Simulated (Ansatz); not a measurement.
# BaAg2As2: optical spectrum from first principles

Aim: the dielectric function of BaAg2As2, and the optical constants that follow from it.

Method: DFT, PBE, plane-wave PAW, default files, scalar-relativistic, independent-particle optical response without local fields, in Ansatz 0.2.0.

**1. The structure**

Symmetry: I4/mmm, No. 139, tetragonal system. The conventional cell has a = 4.603 Å, b = 4.603 Å, c = 10.867 Å, α = 90.00°, β = 90.00°, γ = 90.00°. Ba has 10 As at 3.49 to 4.18 Å and 8 Ag at 3.56 Å nearest. Nearest to Ag lie 4 As at 2.72 Å and 4 Ag at 3.25 Å and 4 Ba at 3.56 Å. Nearest to As lie 1 As at 2.52 Å and 4 Ag at 2.72 Å and 5 Ba at 3.49 to 4.18 Å. Farther neighbours are not listed.

Coordinates:

```cif
data_structure
_symmetry_space_group_name_H-M 'P 1'
_symmetry_Int_Tables_number 1
_cell_length_a 6.3337
_cell_length_b 6.3337
_cell_length_c 6.3337
_cell_angle_alpha 137.390
_cell_angle_beta 137.390
_cell_angle_gamma 61.839
_cell_volume 115.10
loop_
_atom_site_label
_atom_site_type_symbol
_atom_site_fract_x
_atom_site_fract_y
_atom_site_fract_z
_atom_site_occupancy
Ba1 Ba 0.00000 0.00000 0.00000 1
Ag2 Ag 0.25000 0.75000 0.50000 1
Ag3 Ag 0.75000 0.25000 0.50000 1
As4 As 0.61580 0.61580 0.00000 1
As5 As 0.38420 0.38420 0.00000 1
```

**2. Ground state and bands**

First the ground state: is it a metal or has it a gap?

This step: DFT, PBE, plane-wave PAW, default files, scalar-relativistic, ground state (Ansatz 0.2.0).

Contents of input.yaml:

```yaml
crystal:
  lattice:
    - [-2.30125, 2.30125, 5.4336]
    - [2.30125, -2.30125, 5.4336]
    - [2.30125, 2.30125, -5.4336]
  atoms:
    - { symbol: Ba, position: [0.0, 0.0, 0.0] }
    - { symbol: Ag, position: [0.25, 0.75, 0.5] }
    - { symbol: Ag, position: [0.75, 0.25, 0.5] }
    - { symbol: As, position: [0.6158, 0.6158, 0.0] }
    - { symbol: As, position: [0.3842, 0.3842, 0.0] }
kpoints:
  mp_grid: { grid: [7, 7, 7] }
  band_path:
    path:
      - [[0.0, 0.0, 0.0], [0.0, 0.0, 0.5], [-0.08968551, 0.08968551, 0.5], [-0.29484275, 0.29484275, 0.29484275], [0.0, 0.0, 0.0], [0.5, 0.5, -0.5], [0.29484275, 0.70515725, -0.29484275], [0.0, 0.5, 0.0], [0.25, 0.25, 0.25], [0.5, 0.5, -0.08968551], [0.5, 0.5, -0.5]]
      - [[0.0, 0.0, 0.5], [0.25, 0.25, 0.25]]
    npoints: 5
scf:
  occupations: { method: fermi_dirac, width: 0.05 }
  n_extra_bands: 9
hamiltonian:
  xc: pbe
  pseudopotentials: { kind: paw }
output:
  forces: true
  stress: true
  populations: true
  write_bands: true
  write_density: true
  write_potential: true
  elf: true
  volumetric_format: npy
```

Started as:

```
ansatz run input.yaml --threads 4 --pin off --max-ram 8192MiB --backend cpu --events-out ev --progress --plain --runs-dir out
```

Numbers of over 12 decimals in the logs are rounded to 6 here.

Log:

```text
scf.n_extra_bands = 9 over 39 filled bands (N_el = 78.0): the run solves 48 bands
Engine: ansatz 0.2.0, aarch64-unknown-linux-gnu
Pseudopotentials: kind: paw
Pseudopotential: Ba, paw, valence charge 10, recommended cutoff 420 eV (normal), Ba.paw.azcp
Pseudopotential: Ag, paw, valence charge 19, recommended cutoff 420 eV (normal), Ag.paw.azcp
Pseudopotential: As, paw, valence charge 15, recommended cutoff 420 eV (normal), As.paw.azcp
Functional definition: PBE
  parameter kappa = 0.804
  parameter beta = 0.066725
  exchange = pbe_x(kappa = kappa, mu = beta*pi^2/3)
  correlation = pbe_c(beta = beta)
Crystal: 5 atoms, lattice volume = 115.100 Å³
Basis set: ecut = 420 eV, 2259 PW (Γ), exchange–correlation on 90×90×90 points (8 copies of the dense FFT grid, shifted against one another)
Bands: 48, of which v1, the nominal top of the filled ones, is band 39 counted from 1 (38 counted from 0)
Symmetry: 16 space group operations
Space group: I4/mmm (ITA 139), of the structure as read, at distance tolerance 4.9e-5 Å
k-points: 40 of 343
Non-local potential: Ba, projectors of the file, l = 0: 3, l = 1: 2, l = 2: 2, l = 3: 2
Non-local potential: Ag, projectors of the file, l = 0: 3, l = 1: 2, l = 2: 2, l = 3: 1
Non-local potential: As, projectors of the file, l = 0: 2, l = 1: 2, l = 2: 3, l = 3: 1
PAW form: soft (Blöchl's): semilocal exchange-correlation on the pseudo side does not see the compensation charge
PAW one-centre angular grid: Ba, 194 points (default); XC on 64 Gauss nodes
PAW one-centre angular grid: Ag, 590 points (default); XC on 64 Gauss nodes
PAW one-centre angular grid: As, 590 points (default); XC on 64 Gauss nodes
Initial density: superposition of atomic densities (neutral atoms: chi_scale 0, normalization atom), corrected by the library's trained network
Initial wavefunctions: pseudopotential atomic-orbital guess
Functional: x = pbe(κ = 0.804, μ = 0.219515), c = pbe(β = 0.066725)
SCF iter   1: F=—  HF=-30845.375204 eV  |F-HF|=—  |Δ(HF+E_count)|=         —  Δρ=2.27e-3  dr2=1.09e-2  ethr=1.77e-3  ⟨swp⟩=7.5  Hψ=7958  notcnv=0  defer=31
preconditioner: auto → Kerker (q_TF=auto, 2.557 Å⁻¹)  [metal: Δε(μ)=0.025 eV  Ē_g=9.737 eV  σ=0.050 eV  W_gap=0.12  n_scr=32 (ndim 8)  ℏωp=21.9 eV  f_vac=0.003  D(μ)=1.94/eV (n_scr^D=10)]
SCF iter   2: F=—  HF=-30845.374570 eV  |F-HF|=—  |Δ(HF+E_count)|=   6.34e-4  Δρ=9.61e-4  dr2=1.33e-3  ethr=1.40e-5  ⟨swp⟩=2.8  Hψ=3706  notcnv=0  defer=66
SCF iter   3: F=—  HF=-30845.374516 eV  |F-HF|=—  |Δ(HF+E_count)|=   5.32e-5  Δρ=4.85e-4  dr2=5.00e-4  ethr=1.70e-6  ⟨swp⟩=1.9  Hψ=2430  notcnv=0  defer=66
SCF iter   4: F=—  HF=-30845.374484 eV  |F-HF|=—  |Δ(HF+E_count)|=   3.30e-5  Δρ=1.45e-4  dr2=4.73e-5  ethr=6.42e-7  ⟨swp⟩=2.0  Hψ=2954  notcnv=0  defer=66
SCF iter   5: F=—  HF=-30845.374506 eV  |F-HF|=—  |Δ(HF+E_count)|=   2.23e-5  Δρ=7.03e-5  dr2=9.45e-6  ethr=6.06e-8  ⟨swp⟩=2.0  Hψ=3150  notcnv=0  defer=66
SCF iter   6: F=—  HF=-30845.374506 eV  |F-HF|=—  |Δ(HF+E_count)|=   1.80e-7  Δρ=2.61e-5  dr2=7.84e-7  ethr=1.21e-8  ⟨swp⟩=2.0  Hψ=3214  notcnv=0  defer=66
SCF iter   7: F=—  HF=-30845.374506 eV  |F-HF|=—  |Δ(HF+E_count)|=   3.85e-8  Δρ=7.83e-6  dr2=1.80e-7  ethr=1.00e-9  ⟨swp⟩=2.0  Hψ=3304  notcnv=0  defer=66
SCF iter   8: F=-30845.374506 eV  HF=-30845.374506 eV  |F-HF|=1.01e-8  |Δ(HF+E_count)|=   2.82e-8  Δρ=2.26e-6  dr2=1.63e-8  ethr=1.28e-10  ⟨swp⟩=14.1  Hψ=14794  notcnv=0
SCF 1 converged in 8 iterations: F = -30845.374506 eV  dr2 = 1.63e-8
  greatest PAW one-centre occupation: 1.000 electrons in one spin orbital (limit 2), on the Ag atom at site 2 (counted from 0), in its partial waves of l = 0
NSCF: frozen V_eff on 57 k-points
SCF converged after 8 iterations
Free energy (F): -30845.374506 eV
Harris-Foulkes:  -30845.374506 eV  (|F-HF|=1.01e-8)
Internal energy: -30845.358226 eV  (E = F + TS)
E sigma→0 (E₀):  -30845.366366 eV
Entropy (-TS):   -0.016280 eV (-3.256 meV/atom)
Fermi energy:    12.827898 eV
--- Per-component energies (eV) ---
  E_band       = -1067.907763
  E_kinetic    = 1431.674218
  E_local      = -10036.072881  (includes V_loc(G=0)·N_el)
  E_nonlocal   = -1123.335733
  E_hartree    = 4911.067151
  E_xc         = -697.866464
  E_vxc        = -766.210789  (∫ρ·V_xc dr)
  E_paw        = -16701.108280  (= ΣΔE_a)
  E_vpaw       = -396.090620  (= ΣTr[D̂ρ^β])
  E_aug_tail   = 0.000634  (compensation charges beyond the density's cutoff)
  E_ewald      = -8629.716871
  E_smearing   = -0.016280  (= −TS)
  E_closure    = -0.000000  (closes the sum)
  Σ components = -30845.374506   (vs F -30845.374506, Δ=0.00e0)
--- Forces (eV/Å), atoms counted from 1 ---
  atom   1  Ba     0.00000000     0.00000000     0.00000000
  atom   2  Ag     0.00000000     0.00000000     0.00000000
  atom   3  Ag     0.00000000     0.00000000     0.00000000
  atom   4  As     0.00000000    -0.00000000     0.23696419
  atom   5  As     0.00000000    -0.00000000    -0.23696419
  max |Σ_I F_I| component: 2.78e-17 eV/Å
--- Stress (GPa, compression-positive) ---
        1.839703      -0.000000       0.000000
       -0.000000       1.839703      -0.000000
       -0.000000      -0.000000       3.987904
  P = ⅓ Tr σ = 2.5558 GPa (25.558 kbar)
--- Band table (eV; the first three rows and the last of 40) ---
  k-point 0: bands = [... 35 lower, 10.5996, 10.5996, 11.7796, 11.7796, 12.8020, 14.0070, 14.6342, 15.7017, ... 5 higher]
  k-point 1: bands = [... 35 lower, 10.2739, 10.8136, 11.0722, 11.2079, 13.9179, 14.5051, 15.2948, 15.7147, ... 5 higher]
  k-point 2: bands = [... 35 lower, 9.9659, 10.6053, 10.6739, 10.9046, 14.3990, 14.5509, 15.6103, 15.8620, ... 5 higher]
  k-point 39: bands = [... 35 lower, 10.3996, 11.0814, 11.6558, 13.0901, 13.3797, 13.4523, 14.6183, 15.0185, ... 5 higher]
--- Löwdin populations: 5 sites ---
  site symbol       q [e]
     0     Ba      8.3794
     1     Ag     18.5654
     2     Ag     18.5654
     3     As     15.8890
     4     As     15.8890
  spilling = 0.009125 (of n_electrons = 78.000000)
```

Elapsed: 5.5 s, on 4 threads of Arm Neoverse V2, shared host; peak memory 0.6 GiB; 19 s of CPU time.

Numbers from this step:

| Property | Result |
| --- | --- |
| free energy | -30845.3745 eV |
| Fermi energy | 12.83 eV |
| electrons | 78 |
| symmetry operations | 16 |
| pressure | 2.556 GPa |
| volume | 115.1 Å³ |
| gap on the path | 0 eV |

There are states at the Fermi level within the smearing, so the occupations stay smeared and the carriers get a Drude term. The cell is left with a pressure of 2.6 GPa and forces up to 0.24 eV/Å, as it stands unrelaxed at this level.

The electronic bands at the labelled points (eV, zero at the Fermi level; # counts the bands kept):

```
          point    #14    #15    #16    #17    #18   #19   #20   #21
              Γ  -2.23  -2.23  -1.05  -1.05  -0.03  1.18  1.81  2.87
0.40 of the way  -2.70  -2.00  -1.92  -1.86   1.75  1.82  2.39  2.62
              X  -3.14  -3.01  -2.53  -2.15   0.30  2.58  2.62  4.22
0.40 of the way  -3.13  -2.99  -2.56  -2.12   0.30  2.57  2.64  4.17
              Y  -3.12  -2.89  -2.67  -1.95   0.34  2.56  2.64  4.01
0.40 of the way  -2.77  -2.63  -2.48  -1.33   0.62  1.93  2.37  3.55
              S  -2.41  -2.22  -2.21   0.10   0.99  1.42  1.79  1.94
0.40 of the way  -3.12  -2.41  -1.85  -1.03   1.62  1.70  2.45  2.45
              Γ  -2.23  -2.23  -1.05  -1.05  -0.03  1.18  1.81  2.87
0.60 of the way  -2.47  -2.47  -0.12   0.00   0.00  0.29  2.08  2.86
              Z  -2.51  -1.73  -0.93  -0.15   0.65  0.65  1.22  3.02
0.40 of the way  -2.41  -1.76  -1.25   0.36   0.54  0.61  1.90  2.11
             S1  -2.41  -2.22  -2.21   0.10   0.99  1.42  1.79  1.94
0.60 of the way  -3.41  -2.17  -1.49  -0.11   0.19  1.46  2.17  2.63
              N  -3.79  -2.16  -1.19  -0.17  -0.16  1.42  2.36  2.54
0.40 of the way  -3.55  -2.30  -1.71  -1.54   0.05  2.54  2.98  3.23
              P  -3.08  -3.08  -2.36  -2.36  -0.26  3.63  3.63  3.83
0.40 of the way  -3.11  -3.02  -2.48  -2.21  -0.07  2.98  3.37  4.08
             Y1  -3.12  -2.89  -2.67  -1.95   0.34  2.56  2.64  4.01
0.40 of the way  -2.98  -2.25  -2.01  -0.86   0.69  1.78  2.12  2.74
              Z  -2.51  -1.73  -0.93  -0.15   0.65  0.65  1.22  3.02
      jump to X  -3.14  -3.01  -2.53  -2.15   0.30  2.58  2.62  4.22
0.40 of the way  -3.13  -3.02  -2.50  -2.19   0.08  2.76  3.00  4.25
              P  -3.08  -3.08  -2.36  -2.36  -0.26  3.63  3.63  3.83
```

Valence density in the ac plane of the conventional cell at fractional y = 0.000, with atoms of Ba and Ag and As within 0.2 Å of it. It is the smooth field of the valence electrons, not physical close to the nuclei.

Values in e/Å³, 24 rows by 14 columns, each cell a mean:
```
 1  1  1  1  0  0  0  0  0  0  0  1  1  1
 1  1  1  0  0  0  0  0  0  0  0  0  1  1
 0  0  0  0  0  0  0  0  0  0  0  0  0  0
 0  0  0  0  0  0  1  1  0  0  0  0  0  0
 0  0  0  0  0  2  5  6  4  1  0  0  0  0
 0  0  0  0  1  6 15 18 10  3  0  0  0  0
 0  0  0  0  1  4 11 14  8  2  0  0  0  0
 2  1  1  0  0  1  2  3  2  1  0  0  1  2
20  7  1  0  0  0  0  0  0  0  0  1  3 14
21  8  1  0  0  0  0  0  0  0  0  1  3 15
 3  1  1  0  0  0  0  0  0  0  0  0  1  2
 1  0  0  0  0  0  0  0  0  0  0  0  0  0
 1  1  0  0  0  0  0  0  0  0  0  0  0  1
 8  3  1  0  0  0  0  0  0  0  0  0  1  6
27 10  1  0  0  0  0  0  0  0  0  1  4 19
11  4  1  0  0  0  1  1  0  0  0  1  2  8
 1  1  0  0  1  2  5  6  4  1  0  0  0  1
 0  0  0  0  1  6 15 18 10  3  0  0  0  0
 0  0  0  0  1  4 11 14  8  2  0  0  0  0
 0  0  0  0  0  1  2  3  2  1  0  0  0  0
 0  0  0  0  0  0  0  0  0  0  0  0  0  0
 1  1  0  0  0  0  0  0  0  0  0  0  0  1
 1  1  1  0  0  0  0  0  0  0  0  1  1  1
 0  1  1  1  0  0  0  0  0  0  0  1  1  1
```

Electrostatic potential energy in the ac plane of the conventional cell at fractional y = 0.000, with atoms of Ba and Ag and As within 0.2 Å of it. With pseudopotentials it is smooth inside the atoms' cores, unlike the true potential.

Ten even steps from '0' (-29 eV) to '9' (15 eV), each cell a mean:
```
00268999997400
23579999998642
77899999999887
99999877899999
99998422369999
99996200038999
88996200148998
65788644579866
98589988999669
98589999999669
65799999999866
78999999999987
67899999999976
86689999999757
99589999999679
97589877899758
66897422368876
99996200038999
99996200148999
99998644579999
89999988999998
56789999999865
01478999998521
00158999997300
```

(Continued in part 2 of 2.)

[Logs are printed without paths, hosts, clocks, repeated set-up lines and the standing remarks that a program may print on its own settings, such as how far it seeks lower states.]

[Hosts, paths, dates, database ids (printed as entryN), source tags and the programs' standing remarks are cut or masked in the printed files.]
